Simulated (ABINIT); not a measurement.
# Quasiparticle gap of WSe2 (P6_3/mmc) in ABINIT, part 2 of 2

Aim: the G0W0 gap of WSe2 (P6_3/mmc) on PBE, step by step.

ABINIT 10.8.3; PBE and many-body steps on it, plane waves. Known limits of the many-body steps: not at the basis limit; no spin-orbit coupling; coarse k mesh.

So far. Step 2 (Ground state): The gap is indirect, with the least direct gap 0.55 eV higher. Step 3 (Empty states on the mesh, 3×3×1 mesh, 226 bands): On this mesh the gap is 1.330 eV. The earlier step found 0.978 eV, so this mesh misses an edge.

The database entry behind the starting cell differs from later determinations by our own check (a about 0.2 % long), so it need not match the best structure at ambient conditions.

## 4. Screening, 3×3×1 mesh, 206 bands, screening to 130.6 eV

The RPA dielectric matrix is built and inverted for each q.

This step: RPA screening on PBE, plane waves, norm-conserving pseudopotentials.

run.abi

```
acell 3*1.0 Angstrom
rprim 
  3.290000000028 -0.000000000007 0.000000000000
  -1.645000000008 2.849223578479 0.000000000000
  0.000000000000 0.000000000000 12.970000000000
ntypat 2
znucl 74 34
natom 6
typat 1 1 2 2 2 2
xred 
  0.333333333333 0.666666666667 0.250000000000
  0.666666666667 0.333333333333 0.750000000000
  0.333333333333 0.666666666667 0.621000000000
  0.666666666667 0.333333333333 0.121000000000
  0.333333333333 0.666666666667 0.879000000000
  0.666666666667 0.333333333333 0.379000000000
pp_dirpath "pseudos"
pseudos "W.upf, Se.upf"
ecut 58
ngkpt 3 3 1
nshiftk 1
shiftk 0 0 0
kptopt 1
chksymbreak 0
istwfk *1
occopt 1
irdwfk 1
optdriver 3
nband 206
ecuteps 4.8
inclvkb 2
awtr 1
symchi 1
indata_prefix "in"
outdata_prefix "out"
tmpdata_prefix "tmp"
```

On the command line:

```bash
$ OMP_NUM_THREADS=1 mpirun -n 4 abinit run.abi > log
```

Numbers of over 12 decimals in the logs are rounded to 6 here.

What it wrote:

```text
.Version 10.8.3 of ABINIT. v10.8.2 released Aug 2026.

 Symmetries : space group P6_3/m m c (#194); Bravais hP (primitive hexag.)
[... echo of the input left out ...]
== DATASET  1 ==================================================================
-   mpi_nproc: 4, omp_nthreads: 1 (-1 if OMP is not activated)

--- !DatasetInfo
iteration_state: {dtset: 1, }
dimensions: {natom: 6, nkpt: 3, mband: 206, nsppol: 1, nspinor: 1, nspden: 1, mpw: 17365, }
cutoff_energies: {ecut:  58.0, pawecutdg:  -1.0, }
electrons: {nelect:   1.24000000E+02, charge:   0.00000000E+00, occopt:   1.00000000E+00, tsmear:   1.00000000E-02, }

 SCREENING: Calculation of the susceptibility and dielectric matrices

 Based on a program developped by R.W. Godby, V. Olevano, G. Onida, and L. Reining.
 Incorporated in ABINIT by V. Olevano, G.-M. Rignanese, and M. Torrent.
.Using double precision arithmetic ; gwpc =  8

[... cell and pseudopotentials left out ...]
--------------------------------------------------------------------------------

 ==== K-mesh for the wavefunctions ====
 Number of points in the irreducible wedge :     3
[... list of points left out ...]
 Together with 24 symmetry operations and time-reversal symmetry
 yields     9 points in the full Brillouin Zone.

 ==== Q-mesh for the screening function ====
 Number of points in the irreducible wedge :     3
[... list of points left out ...]
 Together with 24 symmetry operations and time-reversal symmetry
 yields     9 points in the full Brillouin Zone.

 setmesh: FFT mesh size selected  =    24x   24x  120
          total number of points  =        69120

 vcoul_init : cutoff-mode = AUXILIARY_FUNCTION
 q-points for optical limit:   1
     1)      0.000010    0.000020    0.000030

- screening: taking advantage of time-reversal symmetry
- Maximum band index for partially occupied states nbvw = 62
- Remaining bands to be divided among processors   nbcw = 144
- Number of bands treated by each node ~36

 Number of electrons calculated from density =  124.0000; Expected =  124.0000
 average of density, n =  0.151134
 r_s =    1.1646
 omega_plasma =   37.5005 [eV]

 calculating chi0 at frequencies [eV] :
  1    0.000000E+00    0.000000E+00
  2    0.000000E+00    3.750049E+01

--------------------------------------------------------------------------------
  q-point number  1        q = ( 0.000000, 0.000000, 0.000000) [r.l.u.]
--------------------------------------------------------------------------------
[... chi0 elements left out ...]
 For q-point:  0.000010 0.000020 0.000030
  dielectric constant =  18.7521
  dielectric constant without local fields =  21.0183

  Average fulfillment of the sum rule on Im[epsilon] for q-point    1 :     43.41  [%]
[... wings left out ...]
  q-point number  2        q = ( 0.333333, 0.000000, 0.000000) [r.l.u.]
--------------------------------------------------------------------------------
[... chi0 elements left out ...]
  Average fulfillment of the sum rule on Im[epsilon] for q-point    2 :     41.31  [%]

 [... 1 further q-points ...]
```

The job ended after 2.5 min (4 MPI ranks of Arm Neoverse V2, shared host; peak memory 2.8 GiB).

Numbers from this step:

- ε∞ with local fields, on this mesh, along the program's q direction: 18.75
- the same without local fields: 21.02
- plasma frequency: 37.50 eV
- plane waves in the screening matrix: 403

Local fields lower ε∞ by 11 %. On a Γ-centred mesh this coarse the value itself is usually too large, while a short band sum pulls it down.

## 5. Self-energy, 3×3×1 mesh, 206 bands, screening to 130.6 eV

The self-energy is evaluated for the states that the input lists, and the levels follow from it, in one-shot runs by the linearised quasiparticle equation.

This step: G0W0 on PBE, plane waves, norm-conserving pseudopotentials.

Edit run.abi of step 4 so:

```diff
@@ -27,8 +27,17 @@
 irdwfk 1
-optdriver 3
+optdriver 4
 nband 206
+gwcalctyp 0
+ecutsigx 58
+symsigma 1
+nkptgw 2
+kptgw 
+  0.0000000000 0.0000000000 0.0000000000
+  0.3333333333 0.3333333333 0.0000000000
+bdgw 
+  61 64
+  61 64
 ecuteps 4.8
-inclvkb 2
-awtr 1
-symchi 1
+irdscr 1
+ppmodel 1
 indata_prefix "in"
```

What it wrote:

```text
.Version 10.8.3 of ABINIT. v10.8.2 released Aug 2026.

 Symmetries : space group P6_3/m m c (#194); Bravais hP (primitive hexag.)
[... echo of the input left out ...]
== DATASET  1 ==================================================================
-   mpi_nproc: 4, omp_nthreads: 1 (-1 if OMP is not activated)

--- !DatasetInfo
iteration_state: {dtset: 1, }
dimensions: {natom: 6, nkpt: 3, mband: 206, nsppol: 1, nspinor: 1, nspden: 1, mpw: 17365, }
cutoff_energies: {ecut:  58.0, pawecutdg:  -1.0, }
electrons: {nelect:   1.24000000E+02, charge:   0.00000000E+00, occopt:   1.00000000E+00, tsmear:   1.00000000E-02, }

 SIGMA: Calculation of the GW corrections

 Based on a program developped by R.W. Godby, V. Olevano, G. Onida, and L. Reining.
 Incorporated in ABINIT by V. Olevano, G.-M. Rignanese, and M. Torrent.
.Using double precision arithmetic ; gwpc =  8

[... cell and pseudopotentials left out ...]
--------------------------------------------------------------------------------

 ==== K-mesh for the wavefunctions ====
 Number of points in the irreducible wedge :     3
[... list of points left out ...]
 Together with 24 symmetry operations and time-reversal symmetry
 yields     9 points in the full Brillouin Zone.

 ==== Q-mesh for screening function ====
 Number of points in the irreducible wedge :     3
[... list of points left out ...]
 Together with 24 symmetry operations and time-reversal symmetry
 yields     9 points in the full Brillouin Zone.

 vcoul_init : cutoff-mode = AUXILIARY_FUNCTION
 q-points for optical limit:   1
     1)      0.000010    0.000020    0.000030
 setmesh: FFT mesh size selected  =    40x   40x  180
          total number of points  =       288000

 Number of electrons calculated from density =  124.0000; Expected =  124.0000
 average of density, n =  0.151134
 r_s =    1.1646
 omega_plasma =   37.5005 [eV]

 === KS Band Gaps ===
  >>>> For spin  1
   Minimum direct gap =   1.5238 [eV], located at k-point      :   0.3333  0.3333  0.0000
   Fundamental gap    =   1.3302 [eV], Top of valence bands at :   0.0000  0.0000  0.0000
                                       Bottom of conduction at :   0.3333  0.3333  0.0000
 SIGMA fundamental parameters:
 PLASMON POLE MODEL  1
 number of plane-waves for SigmaX                17365
 number of plane-waves for SigmaC and W            403
 number of plane-waves for wavefunctions         17365
 number of bands                                   206
 number of independent spin polarizations            1
 number of spinorial components                      1
 number of k-points in IBZ                           3
 number of q-points in IBZ                           3
 number of symmetry operations                      24
 number of k-points in BZ                            9
 number of q-points in BZ                            9
 number of frequencies for dSigma/dE                 9
 frequency step for dSigma/dE [eV]                0.25
 number of omega for Sigma on real axis              0
 max omega for Sigma on real axis  [eV]           0.00
 zcut for avoiding poles [eV]                     0.10

 EPSILON^-1 parameters (SCR file):
 dimension of the eps^-1 matrix on file            403
 dimension of the eps^-1 matrix used               403
 number of plane-waves for wavefunctions         17365
 number of bands                                   206
 number of q-points in IBZ                           3
 number of frequencies                               2
 number of real frequencies                          1
 number of imag frequencies                          1

 matrix elements of self-energy operator (all in [eV])

 Perturbative Calculation

--- !SelfEnergy_ee
iteration_state: {dtset: 1, }
kpoint     : [   0.000,    0.000,    0.000, ]
spin       : 1
KS_gap     :    2.641
QP_gap     :    3.118
Delta_QP_KS:    0.477
data: !SigmaeeData |
     Band     E0 <VxcDFT>   SigX SigC(E0)      Z dSigC/dE  Sig(E)    E-E0       E
       61   8.758 -14.826 -17.379   2.257   0.803  -0.245 -15.064  -0.238   8.520
       62   9.827 -16.046 -16.694   0.934   0.795  -0.259 -15.819   0.227  10.054
       63  12.468 -15.994 -11.310  -3.805   0.800  -0.250 -15.291   0.703  13.171
       64  12.468 -15.994 -11.310  -3.805   0.800  -0.250 -15.291   0.703  13.171

--- !SelfEnergy_ee
iteration_state: {dtset: 1, }
kpoint     : [   0.333,    0.333,    0.000, ]
spin       : 1
KS_gap     :    1.524
QP_gap     :    2.137
Delta_QP_KS:    0.614
data: !SigmaeeData |
     Band     E0 <VxcDFT>   SigX SigC(E0)      Z dSigC/dE  Sig(E)    E-E0       E
       61   9.388 -14.952 -16.073   1.236   0.794  -0.259 -14.860   0.092   9.480
       62   9.634 -15.594 -16.603   1.214   0.793  -0.260 -15.431   0.163   9.797
       63  11.158 -16.260 -11.196  -4.081   0.790  -0.265 -15.484   0.777  11.934
       64  11.158 -16.260 -11.196  -4.081   0.790  -0.265 -15.484   0.777  11.934

== END DATASET(S) ==============================================================
================================================================================

 -outvars: echo values of variables after computation  --------
           etotal      0.0000000000E+00
            nband         206
             nkpt           3
          spgroup         194
 [... the other variables as echoed above ...]

 Calculation completed.
```

Run time: 18 s. Hardware: 4 MPI ranks; peak memory 1.9 GiB.

Numbers from this step:

| Quantity | Value |
| --- | --- |
| G0W0 gap on the points computed | 1.880 eV |
| starting gap on the mesh | 1.330 eV |
| k of the valence top | 0, 0, 0 |
| k of the conduction bottom | 0.3333, 0.3333, 0 |
| Z at the valence top | 0.795 |
| Z at the conduction bottom | 0.79 |
| least direct G0W0 gap on the computed points | 2.137 eV |

The gap on the mesh goes from 1.33 eV to 1.88 eV, a correction of +0.55 eV. The start differs from the 0.98 eV found before because the two sample other k points.

Limits: finite bands, cutoff and mesh; no spin-orbit coupling; coarse k mesh. v1 is the top filled band, c1 the lowest empty one. The levels before and after the correction (eV, zero at the valence-band top of each column):

```tsv
	conduction bottom	valence top
Kohn-Sham	1.33	0.00
G0W0	1.88	0.00
```

```tsv
	level	energy (eV)
Kohn-Sham	Γ v2	-1.070
Kohn-Sham	Γ v1	0.000
Kohn-Sham	Γ c1-c2	2.641
Kohn-Sham	(0.333 0.333 0) v2	-0.440
Kohn-Sham	(0.333 0.333 0) v1	-0.194
Kohn-Sham	(0.333 0.333 0) c1-c2	1.330
G0W0	Γ v2	-1.534
G0W0	Γ v1	0.000
G0W0	Γ c1-c2	3.117
G0W0	(0.333 0.333 0) v2	-0.574
G0W0	(0.333 0.333 0) v1	-0.257
G0W0	(0.333 0.333 0) c1-c2	1.880
```

## 6. Where the time went

Times are wall times on the hardware named with each run, good to a factor of about two.

```tsv
step	time	share	memory (GiB)
ground state	4.4 min	42 %	0.94
empty states on the mesh	3.4 min	32 %	0.6
screening	2.5 min	24 %	2.8
self-energy	18 s	3 %	1.9
```

## 7. Results

| Property | Result |
| --- | --- |
| PBE gap | 0.98 eV, indirect |
| G0W0 gap on the mesh | 1.88 eV |
| G0W0 gap over the zone (rigid shift) | 1.53 eV |
| GW settings | 3×3×1 mesh, 206 bands, screening to 130.6 eV, Godby-Needs plasmon pole |
| known limits | not at the basis limit; no spin-orbit coupling; coarse k mesh |

In words: G0W0 moves the gap on the mesh from 1.33 eV to 1.88 eV (+0.55 eV), with Z of 0.80 and 0.79 at the edges. The mesh misses the band edges by 0.35 eV in all; a rigid shift gives 1.53 eV for the zone. Local fields lower the RPA ε∞ on this mesh from 21.02 to 18.75; a Γ-centred mesh this coarse tends to raise both, most where the direct gap is narrow, while a short band sum lowers them. Only 2 of the mesh's irreducible points were corrected, so a valley elsewhere could overtake. Bands and cutoff are finite, so the gap is not at the basis limit. The miss can reach some tenths of an eV and take either sign; the mesh is an error of its own. In the G0W0 run levels were corrected at 2 k points alone, so a gap called «on the mesh» is the least over those, and an edge elsewhere would be missed. A denser mesh or path gives a starting gap of 0.98 eV: the GW mesh misses a band edge, so its gaps are not the fundamental one. The 3×3×1 mesh is coarse for this cell, which bears on the long-range parts of exchange and screening. The many-body steps are scalar-relativistic: spin-orbit coupling is not in them.

[Paths, hosts, dates, memory and timing lines, banners, echoed tables and standing remarks are left out of the program output.]

[Logs are printed without paths, hosts, clocks, repeated set-up lines and the standing remarks that a program may print on its own settings, such as how far it seeks lower states.]

[Runs of the session that timed out or met a known fault of the program may be left out.]

[Hosts, paths, dates, database ids (printed as entryN), source tags and the programs' standing remarks are cut or masked in the printed files.]

[G0W0 gaps are taken among the corrected bands and points alone; a level outside them can change the order at an edge.]

[Where Ansatz stands beside ABINIT at settings called matched, ABINIT's density can come from a denser mesh and the files from another edition; pairs whose starting gaps differed by over 0.03 eV were left out, so agreement reads better than it is.]
